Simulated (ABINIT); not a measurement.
Entries from a set of simulations; values are calculated unless marked as measured.

```
KBr (Fm-3m): G0W0 with ABINIT, start to end
1.0
     0.00000    3.30000    3.30000
     3.30000    0.00000    3.30000
     3.30000    3.30000    0.00000
K Br
1 1
Direct
  0.00000 0.00000 0.00000
  0.50000 0.50000 0.50000
# method: RPA screening on LDA, plane waves, norm-conserving pseudopotentials (and 2 further levels or steps)
# program: ABINIT 10.8.3
# settings: cutoff 32 Ha, PseudoDojo scalar-relativistic 0.4.1 standard, norm-conserving, ngkpt (4, 4, 4), nband 95, ecuteps 4.8 Ha, inclvkb 2, shiftk (0, 0, 0), symchi 1, awtr 1, frequency ppm, 4×4×4 k-mesh
# cost: 5 runs, 90 s in all on 4 MPI ranks of Arm Neoverse V1, shared host
# notes: The cell and positions come from the Crystallography Open Database and are kept as given unless a step says otherwise. Limits: no spin-orbit coupling.
# LDA gap: 4.03 eV, direct
# G0W0 gap on the mesh: 6.78 eV
# GW settings: 4×4×4 mesh, 95 bands, screening to 130.6 eV, Godby-Needs plasmon pole
# known limits: short of the basis limit; no spin-orbit coupling
```

[Long decimals in the printed logs are rounded to 6 places.]

[Logs are printed without paths, hosts, clocks, repeated set-up lines and the standing remarks that a program may print on its own settings, such as how far it seeks lower states.]

[Paths, hosts, dates, memory and timing lines, banners, echoed tables and standing remarks are left out of the program output; an Ansatz launch command may be rebuilt from the run's recorded settings. Measured values are a selection of at most five: reports struck by readers or far from the other reports are left out. None is set beside runs whose start may be inverted or whose files or cutoffs have a known fault.]

[Runs of the session that timed out or met a known fault of the program may be left out.]

[Hosts, paths, dates, database ids (printed as entryN), source tags and the programs' standing remarks are cut or masked in the printed files.]

[G0W0 gaps are taken among the corrected bands and points alone; a level outside them can change the order at an edge.]

[Where Ansatz stands beside ABINIT at settings called matched, ABINIT's density can come from a denser mesh and the files from another edition; pairs whose starting gaps differed by over 0.03 eV were left out, so agreement reads better than it is.]
